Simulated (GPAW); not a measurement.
**The basis that the transmission of a Na chain with one C atom in line needs**

Aim: T(E), conductance and thermopower of a Na chain with one C atom in line, and what cheaper settings cost in accuracy.

Method: GPAW LCAO, PAW setups; Landauer transmission from Green's functions with principal layers (ASE), zero bias, in GPAW 26.7.0.

Most raw output is cut from this account.

## (1) The starting structure

The cell holds 13 atoms: 12 Na and 1 C. Cell: a = 9.000 Å, b = 9.000 Å, c = 40.588 Å, α = 90.0°, β = 90.0°, γ = 90.0°. Regions: left lead, 6 atoms (6 Na); channel, 1 atom (1 C); right lead, 6 atoms (6 Na). Vacuum lies along a and b. The structure is stacked along c, and the current runs across the ab planes.

## (2) GPAW, dzp

The script solves lead and junction separately, takes H and S in the orbital basis, and joins semi-infinite leads through their self-energies; the dzp basis is the working standard.

run.py reads:

```python
import json
import numpy as np
from ase import Atoms
from ase.transport.calculators import TransportCalculator
from gpaw import GPAW, FermiDirac
from gpaw.lcao.tools import get_lcao_hamiltonian
from scipy.linalg import eigh

# The junction with lead layers at both ends, along the third cell vector
device = Atoms(
    ['Na', 'Na', 'Na', 'Na', 'Na', 'Na', 'C', 'Na', 'Na', 'Na', 'Na', 'Na', 'Na'],
    positions=[
        [4.50000, 4.50000, 1.65000],
        [4.50000, 4.50000, 4.95000],
        [4.50000, 4.50000, 8.25000],
        [4.50000, 4.50000, 11.55000],
        [4.50000, 4.50000, 14.85000],
        [4.50000, 4.50000, 18.15000],
        [4.50000, 4.50000, 20.29420],
        [4.50000, 4.50000, 22.43840],
        [4.50000, 4.50000, 25.73840],
        [4.50000, 4.50000, 29.03840],
        [4.50000, 4.50000, 32.33840],
        [4.50000, 4.50000, 35.63840],
        [4.50000, 4.50000, 38.93840]],
    cell=[[9.0, 0.0, 0.0], [0.0, 9.0, 0.0], [0.0, 0.0, 40.5884]],
    pbc=True)

# One principal layer of the lead: the first 4 atoms of the device
lead = Atoms(
    ['Na', 'Na', 'Na', 'Na'],
    positions=[
        [4.50000, 4.50000, 1.65000],
        [4.50000, 4.50000, 4.95000],
        [4.50000, 4.50000, 8.25000],
        [4.50000, 4.50000, 11.55000]],
    cell=[[9.0, 0.0, 0.0], [0.0, 9.0, 0.0], [0.0, 0.0, 13.2]],
    pbc=True)

settings = dict(mode='lcao', basis='dzp', xc='PBE', h=0.2,
                occupations=FermiDirac(0.1), maxiter=250,
                mixer=dict(beta=0.1, nmaxold=8, weight=100.0),
                convergence=dict(density=0.0001))
energies = np.arange(-3, 3 + 1e-9, 0.075)
eta = 0.0001
n1, n2 = 1, 1
# k and -k transmit alike, so half of the mesh across the current serves
mesh = [(i, j) for i in range(n1) for j in range(n2) if (i, j) <= (-i % n1, -j % n2)]
weights = np.array([1 if (i, j) == (-i % n1, -j % n2) else 2 for i, j in mesh]) / (n1 * n2)

# [... helper functions left out ...]
fermi_lead = ground_state(lead, (1, 1, 9), 'lead.txt')
fermi_device = ground_state(device, (1, 1, 2), 'device.txt')
# [... loop over the mesh left out, but for ...]
        # Shift the lead onto the potential of the device's first layer
        shift = ((H[:, 0, 0] - H0[:, 0, 0]) / S0[0, 0]).real.mean()
# [...]
kT = 8.617333e-5 * 300
bias = [0.1, 0.2, 0.5, 1.0, 1.5, 2.0]
# [... integrals and printing left out ...]
```

On the command line:

```console
> OMP_NUM_THREADS=1 OPENBLAS_NUM_THREADS=1 python run.py
```

The job ended after 64 s (1 thread of AMD EPYC 9R45, shared host; peak memory 1.4 GiB).

This step gave:

```yaml
conductance: 0.5369 G₀
thermopower: 9.296 μV/K
largest_coupling_past_the_next_principal_layer: 4.16e-12 eV
largest_misfit_of_the_first_principal_layer: 0.02878 eV
shift_that_aligns_the_lead: 0.001218 eV
basis_functions_of_the_junction: 217
basis_functions_of_a_principal_layer: 68
transmission_at_the_fermi_level_one_spin: 0.5384
```

One spin. The transmission, zone mean by energy, zero at the Fermi level:

```
energy (eV)  transmission, zone mean
      -3.00                  5.0e-10
      -2.85                  5.0e-10
      -2.70                  5.0e-10
      -2.55                  5.0e-10
      -2.33                  4.9e-10
      -2.17                  4.9e-10
      -2.02                  4.8e-10
      -1.88                  4.8e-10
      -1.73                  4.7e-10
      -1.57                  4.7e-10
      -1.35                  4.5e-10
      -1.20                  4.3e-10
      -1.05                  3.7e-10
      -0.90                   2.1e-9
      -0.75                    0.847
      -0.68                    0.994
      -0.60                    0.957
      -0.38                    0.748
      -0.23                    0.667
      -0.07                    0.588
       0.00                    0.538
       0.07                    0.485
       0.23                    0.386
       0.38                    0.320
       0.60                    0.274
       0.75                    0.262
       0.90                    0.254
       1.05                    0.248
       1.20                    0.244
       1.35                    0.242
       1.57                    0.237
       1.73                    0.223
       1.88                    0.195
       2.02                    0.136
       2.17                   0.0168
       2.33                   0.0229
       2.55                   0.0295
       2.70                   0.0328
       2.85                   0.0365
       3.00                   0.0413
```

Not self-consistent under bias; the bias window is split evenly. Current through one cell, from the zero-bias transmission against bias:

```
bias (V)  current through one cell, from the zero-bias transmission (μA)
   0.100                                                            4.16
   0.200                                                            8.30
   0.500                                                            20.6
   1.000                                                            41.6
   1.500                                                            64.7
   2.000                                                            74.8
```

Table of transmission of the three most open eigenchannels by energy, zero at the Fermi level:

```
energy (eV)  channel 1  channel 2  channel 3
      -3.00    3.3e-10    1.8e-10          0
      -2.85    3.2e-10    1.8e-10          0
      -2.70    3.2e-10    1.8e-10          0
      -2.55    3.2e-10    1.8e-10          0
      -2.33    3.1e-10    1.8e-10          0
      -2.17    3.1e-10    1.8e-10          0
      -2.02    3.1e-10    1.8e-10          0
      -1.88    3.0e-10    1.7e-10          0
      -1.73    3.0e-10    1.7e-10          0
      -1.57    2.9e-10    1.7e-10          0
      -1.35    2.8e-10    1.7e-10          0
      -1.20    2.7e-10    1.6e-10          0
      -1.05    2.3e-10    1.4e-10          0
      -0.90     1.9e-9    1.9e-10    3.1e-12
      -0.75      0.847    3.5e-10    1.9e-10
      -0.60      0.957    1.9e-10    1.1e-10
      -0.38      0.748    2.1e-10    1.7e-10
      -0.23      0.667    2.1e-10    1.7e-10
      -0.07      0.588    2.1e-10    1.7e-10
       0.00      0.538    2.1e-10    1.6e-10
       0.07      0.485    2.1e-10    1.6e-10
       0.23      0.386    2.0e-10    1.5e-10
       0.38      0.320    2.0e-10    1.5e-10
       0.60      0.274    1.9e-10    1.3e-10
       0.75      0.262    1.9e-10    1.2e-10
       0.90      0.254    1.9e-10    1.1e-10
       1.05      0.248    1.8e-10    9.9e-11
       1.20      0.244    1.8e-10    8.6e-11
       1.35      0.242    1.8e-10    7.3e-11
       1.57      0.237    1.7e-10    5.2e-11
       1.73      0.223    1.7e-10    3.9e-11
       1.88      0.191    0.00151    0.00151
       2.02      0.126    0.00492    0.00492
       2.17    0.00841    0.00841     1.8e-7
       2.33     0.0114     0.0114    2.8e-10
       2.55     0.0148     0.0148    1.5e-10
       2.70     0.0164     0.0164    1.3e-10
       2.85     0.0182     0.0182     1.4e-9
       3.00     0.0207     0.0207     7.0e-8
```

Couplings past the next layer reach 4.2e-12 eV, small enough to drop; the matrix elements of the cell's first layer differ from the bulk lead's by up to 0.029 eV. That layer keeps its own values in the calculation, and only beyond it is the lead taken as perfect. The Fermi levels of lead and junction count from different zeros of potential, one for each periodic cell; with both set to zero, the small remaining shift is what aligns them. By hand: G = 0.5369 × 77.48 μS = 41.6 μS, a resistance of 24.0 kΩ; at 0.1 V a linear junction would pass 4.16 μA, and the integral over the bias window gives 4.16 μA. Mott's formula, S = -(π²/3)(k_B²T/e) d ln T/dE, has the prefactor 7.33 μV/K·eV at 300 K; T = 0.5881 at -0.075 eV and 0.4845 at 0.075 eV give a slope of -1.29 per eV and S = 9.46 μV/K, beside 9.30 μV/K from the thermal integral, which interpolates the same grid.

## (3) Single-zeta polarised basis

The second zeta is dropped, the polarisation orbitals stay.

run.py: that of step 2 with these lines changed.

```diff
@@ -39,3 +39,3 @@
 
-settings = dict(mode='lcao', basis='dzp', xc='PBE', h=0.2,
+settings = dict(mode='lcao', basis='szp(dzp)', xc='PBE', h=0.2,
                 occupations=FermiDirac(0.1), maxiter=250,
```

It took 50 s on 1 thread; peak memory 1.4 GiB.

Numbers from this step:

- conductance: 0.5138 G₀
- thermopower: 9.450 μV/K
- largest coupling past the next principal layer: 4.06e-12 eV
- largest misfit of the first principal layer: 0.03563 eV
- shift that aligns the lead: 2.85e-4 eV
- basis functions of the junction: 129
- basis functions of a principal layer: 40
- transmission at the Fermi level (one spin): 0.5153

One spin. The transmission, zone mean by energy, zero at the Fermi level:

energy (eV), transmission, zone mean and a bar:
```
  -3.0000      0.000 
  -2.7750      0.000 
  -2.4750      0.000 
  -2.2500      0.000 
  -2.0250      0.000 
  -1.7250      0.000 
  -1.5000      0.000 
  -1.2750      0.000 
  -0.9750      0.000 
  -0.7500      0.858 ##########################
  -0.6750      0.991 ##############################
  -0.5250      0.827 #########################
  -0.2250      0.635 ###################
   0.0000      0.515 ################
   0.2250      0.368 ###########
   0.5250      0.273 ########
   0.7500      0.249 ########
   0.9750      0.231 #######
   1.2750      0.208 ######
   1.5000      0.191 ######
   1.7250      0.164 #####
   2.0250      0.109 ###
   2.2500      0.038 #
   2.4750      0.053 ##
   2.7750      0.071 ##
   3.0000      0.091 ###
```

Not self-consistent under bias; the bias window is split evenly. Table of current through one cell, from the zero-bias transmission by bias:

```
bias (V)  current through one cell, from the zero-bias transmission (μA)
   0.100                                                            3.98
   0.200                                                            7.94
   0.500                                                            19.7
   1.000                                                            39.5
   1.500                                                            61.5
   2.000                                                            69.4
```

The transmission of the three most open eigenchannels by energy, zero at the Fermi level:

```
energy (eV)  channel 1  channel 2  channel 3
      -3.00     1.3e-9          0          0
      -2.85     1.3e-9          0          0
      -2.70     1.3e-9          0          0
      -2.55     1.3e-9          0          0
      -2.33     1.3e-9          0          0
      -2.17     1.3e-9          0          0
      -2.02     1.3e-9          0          0
      -1.88     1.3e-9          0          0
      -1.73     1.2e-9          0          0
      -1.57     1.2e-9          0          0
      -1.35     1.2e-9          0          0
      -1.20     1.2e-9          0          0
      -1.05     1.3e-9          0          0
      -0.90     1.4e-9    1.4e-11          0
      -0.75      0.858    7.0e-10          0
      -0.60      0.916    9.0e-10          0
      -0.38      0.700    9.3e-10          0
      -0.23      0.635    9.2e-10          0
      -0.07      0.564    9.0e-10          0
       0.00      0.515    8.9e-10          0
       0.07      0.463    8.7e-10          0
       0.23      0.368    8.5e-10          0
       0.38      0.306    8.2e-10          0
       0.60      0.263    7.8e-10          0
       0.75      0.249    7.5e-10          0
       0.90      0.237    7.2e-10          0
       1.05      0.225    6.9e-10          0
       1.20      0.214    6.5e-10          0
       1.35      0.203    6.1e-10          0
       1.57      0.183    5.5e-10          0
       1.73      0.164    5.1e-10          0
       1.88      0.134    0.00302    0.00302
       2.02     0.0899    0.00944    0.00944
       2.17     0.0185     0.0160     0.0160
       2.33     0.0218     0.0218    2.2e-10
       2.55     0.0287     0.0287    4.6e-11
       2.70     0.0329     0.0329          0
       2.85     0.0384     0.0384          0
       3.00     0.0457     0.0457          0
```

The conductance, 0.514 G₀, lies 4.3 % below that of the dzp run.

## (4) Minimal basis

The minimal basis is the cheapest rung: no second zeta and no polarisation.

run.py: that of step 3 with these lines changed.

```diff
@@ -39,3 +39,3 @@
 
-settings = dict(mode='lcao', basis='szp(dzp)', xc='PBE', h=0.2,
+settings = dict(mode='lcao', basis='sz(dzp)', xc='PBE', h=0.2,
                 occupations=FermiDirac(0.1), maxiter=250,
```

Elapsed: 47 s, on 1 thread; peak memory 1.3 GiB.

Numbers from this step:

| Property | Result |
| --- | --- |
| conductance | 0.5068 G₀ |
| thermopower | 10.04 μV/K |
| largest coupling past the next principal layer | 4.26e-12 eV |
| largest misfit of the first principal layer | 0.03748 eV |
| shift that aligns the lead | 1.14e-4 eV |
| basis functions of the junction | 88 |
| basis functions of a principal layer | 28 |
| transmission at the Fermi level (one spin) | 0.5082 |

One spin. The transmission, zone mean by energy, zero at the Fermi level:

```
energy (eV)  transmission, zone mean
    -3.0000                        0
    -2.7750                        0
    -2.4750                        0
    -2.2500                        0
    -2.0250                        0
    -1.7250                        0
    -1.5000                        0
    -1.2750                        0
    -0.9750                        0
    -0.7500                    0.904
    -0.6750                    0.991
    -0.5250                    0.843
    -0.2250                    0.638
     0.0000                    0.508
     0.2250                    0.356
     0.5250                    0.255
     0.7500                    0.227
     0.9750                    0.207
     1.2750                    0.182
     1.5000                    0.164
     1.7250                    0.140
     2.0250                    0.101
     2.2500                   0.0455
     2.4750                   0.0642
     2.7750                   0.0877
     3.0000                    0.114
```

The conductance, 0.507 G₀, lies 5.6 % below that of the dzp run.

## (5) RPBE in the dzp basis: xc = "RPBE"

Back in the dzp basis, the functional changes from PBE to RPBE, to set the spread between functionals beside that between bases.

run.py: that of step 4 with these lines changed.

```diff
@@ -39,3 +39,3 @@
 
-settings = dict(mode='lcao', basis='sz(dzp)', xc='PBE', h=0.2,
+settings = dict(mode='lcao', basis='dzp', xc='RPBE', h=0.2,
                 occupations=FermiDirac(0.1), maxiter=250,
```

The job ended after 72 s (1 thread; peak memory 1.5 GiB).

This step gave:

- conductance: 0.5485 G₀
- thermopower: 9.906 μV/K
- largest coupling past the next principal layer: 2.11e-11 eV
- largest misfit of the first principal layer: 0.02885 eV
- shift that aligns the lead: 7.54e-4 eV
- basis functions of the junction: 217
- basis functions of a principal layer: 68
- transmission at the Fermi level (one spin): 0.5498

The conductance, 0.548 G₀, lies 2.2 % above that of the dzp run.

## (6) All levels side by side

Times are for 1 thread of AMD EPYC 9R45, shared host. Results by setting:

```
no.       run  conductance (G₀)  time  memory (GiB)
  1       dzp            0.5369  64 s           1.4
  2       szp            0.5138  50 s           1.4
  3        sz            0.5068  47 s           1.3
  4  dzp RPBE            0.5485  72 s           1.5
```

## (7) Comparison

The curves are compared point by point over the common energies.

This step: comparison of transmission and cost over codes and levels (GPAW 26.7.0).

Ladder, by row:

```
    step  code  T at the Fermi level (sum over the listed spins)  conductance (G0)  r.m.s. T(E) from the first  wall time (s)  peak memory (GiB)  threads
     dzp  GPAW                                            0.5384            0.5369                           0          64.11               1.45        1
     szp  GPAW                                            0.5153            0.5138                     0.07201          50.31               1.39        1
      sz  GPAW                                            0.5082            0.5068                     0.06546          46.98               1.32        1
dzp-RPBE  GPAW                                            0.5498            0.5485                     0.02223          71.82               1.46        1
```

Table of transmission, zone mean, sum over the listed spins by energy, zero at the Fermi level:

```
energy (eV)      dzp     szp       sz  dzp-RPBE
    -3.0000  5.0e-10  1.3e-9  1.0e-12   5.0e-10
    -2.7750  5.0e-10  1.3e-9  9.7e-13   5.0e-10
    -2.4750  4.9e-10  1.3e-9  9.3e-13   4.9e-10
    -2.2500  4.9e-10  1.3e-9  8.9e-13   4.9e-10
    -2.0250  4.8e-10  1.3e-9  8.6e-13   4.8e-10
    -1.7250  4.7e-10  1.2e-9  8.2e-13   4.7e-10
    -1.5000  4.6e-10  1.2e-9  8.0e-13   4.5e-10
    -1.2750  4.5e-10  1.2e-9  7.9e-13   4.3e-10
    -0.9750  2.6e-10  1.3e-9  8.7e-13   2.4e-10
    -0.7500    0.847   0.858    0.904     0.709
    -0.6750    0.994   0.991    0.991     0.959
    -0.6000    0.957   0.916    0.926     0.991
    -0.5250    0.882   0.827    0.843     0.937
    -0.2250    0.667   0.635    0.638     0.696
     0.0000    0.538   0.515    0.508     0.550
     0.2250    0.386   0.368    0.356     0.388
     0.5250    0.284   0.273    0.255     0.284
     0.7500    0.262   0.249    0.227     0.261
     0.9750    0.251   0.231    0.207     0.250
     1.2750    0.243   0.208    0.182     0.244
     1.5000    0.240   0.191    0.164     0.242
     1.7250    0.223   0.164    0.140     0.226
     2.0250    0.136   0.109    0.101     0.129
     2.2500   0.0200  0.0381   0.0455    0.0195
     2.4750   0.0276  0.0532   0.0642    0.0250
     2.7750   0.0345  0.0709   0.0877    0.0294
     3.0000   0.0413  0.0914    0.114    0.0343
```

## (8) Broadening 1e-05, potential alignment off, SCF mesh 1×1×1

The broadening keeps the Green's functions finite; too large a value absorbs electrons where channels are open and leaks them where none are. Without the shift, lead and junction are matched by their Fermi levels alone. The SCF mesh sets the Fermi level of the repeated cell.

This step: GPAW LCAO, PAW setups; Landauer transmission from Green's functions with principal layers (ASE), zero bias (GPAW 26.7.0).

run.py: that of step 5 with these lines changed.

```diff
@@ -39,3 +39,3 @@
 
-settings = dict(mode='lcao', basis='dzp', xc='RPBE', h=0.2,
+settings = dict(mode='lcao', basis='dzp', xc='PBE', h=0.2,
                 occupations=FermiDirac(0.1), maxiter=250,
@@ -44,3 +44,3 @@
 energies = np.arange(-3, 3 + 1e-9, 0.075)
-eta = 0.0001
+eta = 1e-05
 n1, n2 = 1, 1
@@ -52,6 +52,6 @@
 fermi_lead = ground_state(lead, (1, 1, 9), 'lead.txt')
-fermi_device = ground_state(device, (1, 1, 2), 'device.txt')
+fermi_device = ground_state(device, (1, 1, 1), 'device.txt')
 # [... loop over the mesh left out, but for ...]
-        # Shift the lead onto the potential of the device's first layer
-        shift = ((H[:, 0, 0] - H0[:, 0, 0]) / S0[0, 0]).real.mean()
+        # Lead and device are aligned by their Fermi levels alone
+        shift = 0.0
 # [...]
```

Elapsed: 48 s, on 1 thread; peak memory 1.5 GiB.

The run finished with changed settings (eta = 1e-05, align = false and scf_mesh = [1, 1, 1]); it serves as a test.

Side by side:

```
                                           quantity   this run  sound run  difference
                                   conductance (G₀)    0.52838    0.53686    -0.00848
                                 thermopower (μV/K)     9.4928     9.2961       0.197
largest coupling past the next principal layer (eV)  4.162e-12  4.162e-12    -6.9e-17
   largest misfit of the first principal layer (eV)   0.031037   0.028785     0.00225
                    shift that aligns the lead (eV)          0  0.0012182    -0.00122
         transmission at the Fermi level (one spin)    0.52979    0.53835    -0.00856
```

(Part 1 of 2 ends here.)

[Logs are printed without paths, hosts, clocks, repeated set-up lines and the standing remarks that a program may print on its own settings, such as how far it seeks lower states.]

[Hosts, paths, dates, database ids (printed as entryN), source tags and the programs' standing remarks are cut or masked in the printed files.]
